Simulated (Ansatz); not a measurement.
# SrLiH3 (model cell, started as cubic perovskite with Sr in the octahedra): following an unstable mode

Which phase does SrLiH3 (model cell, started as cubic perovskite with Sr in the octahedra) fall into along its unstable mode, and how much energy does it gain?

Main program and level: Ansatz 0.2.0; DFT PBEsol, scalar-relativistic, plane waves, PAW.

The raw output is cut from this account; settings, times and results stay.

The structure was built from a prototype and need not be the compound's stable phase.

### 1. The starting structure

The structure is cubic, space group Pm-3m (No. 221). The conventional cell has a = 4.592 Å, b = 4.592 Å, c = 4.592 Å, α = 90.00°, β = 90.00°, γ = 90.00°. Nearest to Li lie 12 H at 3.25 Å. Sr has 6 H at 2.30 Å nearest. Nearest to H lie 2 Sr at 2.30 Å. Farther neighbours, and contacts between anions beyond the nearest, are not listed.

Coordinates:

```cif
data_structure
_symmetry_space_group_name_H-M 'Pm-3m'
_symmetry_Int_Tables_number 221
_cell_length_a 4.5924
_cell_length_b 4.5924
_cell_length_c 4.5924
_cell_angle_alpha 90.000
_cell_angle_beta 90.000
_cell_angle_gamma 90.000
_cell_volume 96.85
loop_
_atom_site_label
_atom_site_type_symbol
_atom_site_symmetry_multiplicity
_atom_site_Wyckoff_symbol
_atom_site_fract_x
_atom_site_fract_y
_atom_site_fract_z
_atom_site_occupancy
Li1 Li 1 a 0.00000 0.00000 0.00000 1
Sr1 Sr 1 b 0.50000 0.50000 0.50000 1
H1 H 3 c 0.50000 0.50000 0.00000 1
```

### 2. Response at finite wavevector

Stability and thermal properties need the whole zone. Linear response on a 4×4×4 q mesh gives force constants as far as a supercell of that size would, and the tensors from the zone-centre run are typed in so that the long-range dipole term is interpolated apart.

The input, input.yaml:

```yaml
crystal:
  lattice:
    - [4.5923772974, 0.0, 0.0]
    - [0.0, 4.5923772974, 0.0]
    - [0.0, 0.0, 4.5923772974]
  atoms:
    - { symbol: Li, position: [0.0, 0.0, 0.0] }
    - { symbol: Sr, position: [0.5, 0.5, 0.5] }
    - { symbol: H, position: [0.5, 0.5, 0.0] }
    - { symbol: H, position: [0.5, 0.0, 0.5] }
    - { symbol: H, position: [0.0, 0.5, 0.5] }
kpoints:
  mp_grid: { grid: [8, 8, 8] }
hamiltonian:
  xc: pbesol
scf:
  occupations: { method: fixed }
output:
  eigenvalues: true
phonons:
  method: dfpt
  qmesh: [4, 4, 4]
  temperatures: { t_max: 1000, t_step: 50 }
  qpath:
    path:
      - [[0.0, 0.0, 0.0], [0.0, 0.5, 0.0], [0.5, 0.5, 0.0], [0.0, 0.0, 0.0], [0.5, 0.5, 0.5], [0.0, 0.5, 0.0]]
      - [[0.5, 0.5, 0.5], [0.5, 0.5, 0.0]]
    npoints: 10
  non_analytic_term:
    high_frequency_dielectric_tensor: [[3.8409, 0.0, 0.0], [0.0, 3.8409, 0.0], [0.0, 0.0, 3.8409]]
    born_effective_charges:
      - { species: Li, tensor: [[1.4242, 0.0, 0.0], [0.0, 1.4242, 0.0], [0.0, 0.0, 1.4242]] }
      - { species: Sr, tensor: [[1.5973, 0.0, 0.0], [0.0, 1.5973, 0.0], [0.0, 0.0, 1.5973]] }
      - { species: H, tensor: [[-1.0177, 0.0, 0.0], [0.0, -1.0177, 0.0], [0.0, 0.0, -0.9862]] }
      - { species: H, tensor: [[-1.0177, 0.0, 0.0], [0.0, -0.9862, 0.0], [0.0, 0.0, -1.0177]] }
      - { species: H, tensor: [[-0.9862, 0.0, 0.0], [0.0, -1.0177, 0.0], [0.0, 0.0, -1.0177]] }
    source: "zone-centre run at this cell"
```

Command:

```
$ ansatz run input.yaml --threads 8 --pin off --max-ram 14336MiB --backend cpu --events-out ev --progress --plain --runs-dir out
```

It took 2 min on 8 threads of Arm Neoverse V2, shared host; peak memory 1.5 GiB.

Numbers from this step:

```yaml
gap_on_the_k_mesh: 1.664 eV
volume_per_atom: 19.37 Å³
sum_rule_residual_before_enforcement: 7.77e-5 eV/Å²
lowest_frequency_on_the_path: -559.6 cm⁻¹
point_group: m-3m
highest_frequency_on_path_mesh_or_solved_points: 1389 cm⁻¹
highest_optical_mode_at_the_zone_centre_no_lo_to_term: 1287 cm⁻¹
lowest_optical_zone_centre_mode: -421.0 cm⁻¹
lowest_mode_on_the_q_mesh_acoustic_modes_at_gamma_apart: -559.6 cm⁻¹
```

Frequencies (cm⁻¹) solved at each irreducible wavevector; negative means imaginary. Frequencies by wavevector, by row:

```
q in reciprocal lattice units  star  mode 1  mode 2  mode 3  mode 4  mode 13  mode 14  mode 15
                        0 0 0     1    -421    -421    -421  -418.9     1287     1287     1287
                     0 0 0.25     6  -409.6  -409.6  -380.7  -380.7     1287     1287     1351
                     0 0 -0.5     3  -396.7  -396.7    -347    -347     1286     1286     1363
                  0 0.25 0.25    12  -478.1  -380.4  -370.6  -356.9     1286     1296     1357
                  0 0.25 -0.5    12  -495.1  -370.4  -340.8  -323.3     1286     1299     1367
                  0 -0.5 -0.5     3  -553.4  -361.6  -361.6  -282.2     1286     1307     1376
               0.25 0.25 0.25     8  -491.7  -465.4  -465.4  -280.3     1296     1296     1363
               0.25 0.25 -0.5    12  -508.6  -478.6  -471.7  -294.2     1295     1300     1372
               0.25 -0.5 -0.5     6  -556.5  -495.6  -495.6  -283.3     1297     1306     1381
               -0.5 -0.5 -0.5     1  -559.6  -559.6  -559.6  -280.4     1306     1306     1388
```

Interpolated from a 4×4×4 q mesh, with the LO-TO term (at Γ the limit along the path). The phonon branches at the labelled points (cm⁻¹):

```
    point  branch 1  branch 2  branch 3  branch 4  branch 12  branch 13  branch 14  branch 15
        Γ      -421      -421      -421      -419        412       1287       1287       1341
  halfway      -410      -410      -381      -381        432       1287       1287       1351
        X      -397      -397      -347      -347        452       1286       1286       1363
  halfway      -495      -370      -341      -323        473       1286       1299       1367
        M      -553      -362      -362      -282        488       1286       1307       1376
  halfway      -478      -380      -371      -357        451       1286       1296       1357
        Γ      -421      -421      -421      -419        412       1287       1287       1341
  halfway      -492      -465      -465      -280        469       1296       1296       1363
        R      -560      -560      -560      -280        523       1306       1306       1388
  halfway      -509      -479      -472      -294        491       1295       1300       1372
        X      -397      -397      -347      -347        452       1286       1286       1363
jump to R      -560      -560      -560      -280        523       1306       1306       1388
  halfway      -556      -496      -496      -283        507       1297       1306       1381
        M      -553      -362      -362      -282        488       1286       1307       1376
```

Symmetry leaves 10 wavevectors to solve. The lowest mode among them, the acoustic zeros apart, lies at q = (-0.5, -0.5, -0.5) and is imaginary, 559.6i cm⁻¹, so the energy falls along it.

### 3. The mode frozen in, largest atomic shift 0 Å

The mode followed lies at q = (0, -0.5, -0.5) with frequency 553.4i cm⁻¹, one of the unstable modes though not the softest. At small amplitude the pattern taken leaves space group no. 127 by a symmetry search on the positions. The undistorted cell that holds it gives the zero of energy on the same k mesh.

System of this step: SrLiH3 (model cell, started as cubic perovskite with Sr in the octahedra). It takes space group Pm-3m (No. 221, cubic). The conventional cell has a = 4.592 Å, b = 4.592 Å, c = 4.592 Å, α = 90.00°, β = 90.00°, γ = 90.00°. Nearest to Li lie 12 H at 3.25 Å. Nearest to Sr lie 6 H at 2.30 Å. Nearest to H lie 2 Sr at 2.30 Å. Nearest to H lie 2 Sr at 2.30 Å. Farther neighbours, and contacts between anions beyond the nearest, are not listed.

The input, input.yaml:

```yaml
crystal:
  lattice:
    - [-4.5923772974, 0.0, 0.0]
    - [0.0, -4.5923772974, -4.5923772974]
    - [0.0, -4.5923772974, 4.5923772974]
  atoms:
    - { symbol: Li, position: [1.0, 1.0, 0.0] }
    - { symbol: Li, position: [1.0, 0.5, 0.5] }
    - { symbol: Sr, position: [0.5, 0.0, 0.5] }
    - { symbol: Sr, position: [0.5, 0.5, 0.0] }
    - { symbol: H, position: [0.5, 0.75, 0.75] }
    - { symbol: H, position: [0.5, 0.25, 0.25] }
    - { symbol: H, position: [0.5, 0.25, 0.75] }
    - { symbol: H, position: [0.5, 0.75, 0.25] }
    - { symbol: H, position: [0.0, 0.0, 0.5] }
    - { symbol: H, position: [0.0, 0.5, 0.0] }
kpoints:
  mp_grid: { grid: [6, 4, 4] }
hamiltonian:
  xc: pbesol
scf:
  occupations: { method: gaussian, width: 0.02 }
output:
  forces: true
  stress: true
  eigenvalues: true
```

Run time: 0.88 s. Hardware: 8 threads; peak memory 0.59 GiB; 5.4 s of CPU time.

Numbers from this step:

* pressure: -0.001944 GPa
* gap on the k-mesh: 1.663 eV
* energy from the undistorted cell: 0 meV/atom

At this level the gap is 1.66 eV on the k-mesh of the self-consistent run, which can miss the band edges.

### 4. The mode frozen in, largest atomic shift 0.6 Å

The atoms are moved along the unstable eigenvector, the largest shift by 0.6 Å, with the cell fixed.

input.yaml, the sections that differ from step 3:

```yaml
crystal:
  lattice:
    - [-4.5923772974, 0.0, 0.0]
    - [0.0, -4.5923772974, -4.5923772974]
    - [0.0, -4.5923772974, 4.5923772974]
  atoms:
    - { symbol: Li, position: [1.0, 1.0, 0.0] }
    - { symbol: Li, position: [1.0, 0.5, 0.5] }
    - { symbol: Sr, position: [0.5, 0.0, 0.5] }
    - { symbol: Sr, position: [0.5, 0.5, 0.0] }
    - { symbol: H, position: [0.5, 0.815325643, 0.815325643] }
    - { symbol: H, position: [0.5, 0.184674357, 0.184674357] }
    - { symbol: H, position: [0.5, 0.315325643, 0.684674357] }
    - { symbol: H, position: [0.5, 0.684674357, 0.315325643] }
    - { symbol: H, position: [0.0, 0.0, 0.5] }
    - { symbol: H, position: [0.0, 0.5, 0.0] }
# kpoints, hamiltonian, scf, output: as in step 3
```

Wall time 0.89 s (8 threads); peak memory 0.6 GiB.

Numbers from this step:

| Property | Result |
| --- | --- |
| pressure | -1.170 GPa |
| gap on the k-mesh | 1.640 eV |
| energy from the undistorted cell | -58.54 meV/atom |

The energy, extrapolated to zero smearing, is -58.54 meV/atom against the undistorted cell.

The run ends at a pressure of -1.17 GPa, with forces up to 0.32 eV/Å.

### 5. Energy along the mode, all amplitudes (two of the runs are shown above)

An imaginary frequency means negative curvature, so the energy should fall and then rise again as anharmonic terms take over.

Numbers from this step:

| Property | Result |
| --- | --- |
| depth at the lowest point sampled | 58.54 meV/atom |
| largest atomic shift at that point | 0.6 Å |

Energy from the parent against largest atomic shift:

```
largest atomic shift (Å)  energy from the parent (meV/atom)
                   0.000                                  0
                   0.040                             -0.363
                   0.080                              -1.45
                   0.140                              -4.37
                   0.220                              -10.5
                   0.320                              -21.2
                   0.450                              -38.1
                   0.600                              -58.5
```

Displacement at unit largest shift by atom:

```
atom  x (Å)  y (Å)  z (Å)  size
 Li1   0.00   0.00   0.00  0.00
 Li2   0.00   0.00   0.00  0.00
 Sr3   0.00   0.00   0.00  0.00
 Sr4   0.00   0.00   0.00  0.00
  H5   0.00  -1.00   0.00  1.00
  H6   0.00   1.00   0.00  1.00
  H7   0.00   0.00  -1.00  1.00
  H8   0.00   0.00   1.00  1.00
  H9   0.00   0.00   0.00  0.00
 H10   0.00   0.00   0.00  0.00
```

The energy still falls at the last step, so the rise lies beyond the steps tried.

### 6. Relaxation from the frozen mode

Starting from the lowest point found, all atoms and the cell are let go, so that strain and other modes of the same symmetry can join in.

Changes to input.yaml since step 4:

```diff
@@ -21,3 +21,3 @@
 scf:
-  occupations: { method: gaussian, width: 0.02 }
+  occupations: { method: fixed }
 output:
@@ -26 +26,6 @@
   eigenvalues: true
+relax:
+  adjacent_minimum: "off"
+  f_tol: 0.002
+  max_steps: 120
+  cell: { stress_tol: 0.03 }
```

Run time: 6.4 s. Hardware: 8 threads; peak memory 0.63 GiB; 44 s of CPU time.

Relaxation path:

```
step  energy less that of the first step (eV)  largest force component (eV/Å)  pressure (GPa)  volume (Å³)
   1                                   0.0000                          0.3211           -1.17       193.71
   2                                  -0.2674                          0.2052           -1.01       185.93
   3                                  -0.3871                          0.0466            0.17       172.08
   4                                  -0.3901                          0.0112            0.07       173.00
   5                                  -0.3904                          0.0036           -0.05       173.85
   6                                  -0.3905                          0.0035            0.02       173.51
   7                                  -0.3905                          0.0001            0.00       173.55
  8*                                  -0.3855                          0.0003           -0.03       173.55
```

Relaxation steps marked * repeat the geometry before them on a plane-wave basis chosen anew for their cell, so energy and pressure can jump there.

Forces are held to the 16 operations that the program found; a distortion that breaks them can't arise in this run.

```
     cell as run  before  after   change
           a (Å)   4.592  4.436   -3.4 %
           b (Å)   6.495  6.255   -3.7 %
           c (Å)   6.495  6.255   -3.7 %
volume (Å³/atom)   19.37  17.36  -10.4 %
```

The atoms that moved most (Å, as changes of fractional coordinates times the final cell):

```
atom     dx      dy      dz  length
  H7  0.000   0.000  -0.353   0.353
  H8  0.000   0.000   0.353   0.353
  H5  0.000  -0.353   0.000   0.353
  H6  0.000   0.353   0.000   0.353
```

Final coordinates:

```cif
data_structure
_symmetry_space_group_name_H-M 'P 1'
_symmetry_Int_Tables_number 1
_cell_length_a 4.4357
_cell_length_b 6.2551
_cell_length_c 6.2551
_cell_angle_alpha 90.000
_cell_angle_beta 90.000
_cell_angle_gamma 90.000
_cell_volume 173.55
loop_
_atom_site_label
_atom_site_type_symbol
_atom_site_fract_x
_atom_site_fract_y
_atom_site_fract_z
_atom_site_occupancy
Li1 Li 0.00000 0.00000 0.00000 1
Li2 Li 0.00000 0.50000 0.50000 1
Sr3 Sr 0.50000 0.00000 0.50000 1
Sr4 Sr 0.50000 0.50000 0.00000 1
H5 H 0.50000 0.85527 0.85527 1
H6 H 0.50000 0.14473 0.14473 1
H7 H 0.50000 0.35527 0.64473 1
H8 H 0.50000 0.64473 0.35527 1
H9 H 0.00000 0.00000 0.50000 1
H10 H 0.00000 0.50000 0.00000 1
```

This step gave:

- pressure: -0.02694 GPa
- gap on the k-mesh: 1.128 eV
- volume per atom: 17.36 Å³

The distorted start has space group P4/mbm; the relaxation ends in P4/mbm.

### 7. The new phase in its own primitive cell

The relaxed structure is symmetrised, reduced to its primitive cell and relaxed tightly, as its phonons need.

The input, input.yaml:

```yaml
crystal:
  lattice:
    - [6.2550848244, 0.0, 0.0]
    - [0.0, 6.2550848244, 0.0]
    - [0.0, 0.0, 4.4357282094]
  atoms:
    - { symbol: Li, position: [0.0, 0.5, 0.0] }
    - { symbol: Li, position: [0.5, 0.0, 0.0] }
    - { symbol: Sr, position: [0.0, 0.0, 0.5] }
    - { symbol: Sr, position: [0.5, 0.5, 0.5] }
    - { symbol: H, position: [0.8552686692, 0.3552686692, 0.5] }
    - { symbol: H, position: [0.1447313308, 0.6447313308, 0.5] }
    - { symbol: H, position: [0.3552686692, 0.1447313308, 0.5] }
    - { symbol: H, position: [0.6447313308, 0.8552686692, 0.5] }
    - { symbol: H, position: [0.0, 0.0, 0.0] }
    - { symbol: H, position: [0.5, 0.5, 0.0] }
kpoints:
  mp_grid: { grid: [4, 4, 6] }
hamiltonian:
  xc: pbesol
scf:
  occupations: { method: fixed }
output:
  forces: true
  stress: true
  eigenvalues: true
relax:
  adjacent_minimum: "off"
  f_tol: 0.001
  max_steps: 60
  cell: { stress_tol: 0.01 }
```

The job ended after 3.3 s (8 threads; peak memory 0.6 GiB; 22 s of CPU time).

Little changed from the start: no atom moved by 0.005 Å and no cell edge by 0.1 %.

This step gave:

- pressure: -2.54e-4 GPa
- gap on the k-mesh: 1.123 eV
- volume per atom: 17.33 Å³
- direct gap on mesh: 1.730 eV

The largest force component left is 0.55 meV/Å and the pressure is 0.000 GPa, within the tolerances set. The cell now holds 17.33 Å³/atom.

[end of part 1 of 2]

[Long decimals in the printed logs are rounded to 6 places.]

[Logs are printed without paths, hosts, clocks, repeated set-up lines and the standing remarks that a program may print on its own settings, such as how far it seeks lower states.]

[Hosts, paths, dates, database ids (printed as entryN), source tags and the programs' standing remarks are cut or masked in the printed files.]

[Where the starting crystal was built by hand or by swapping elements, it need not be the compound's stable phase.]
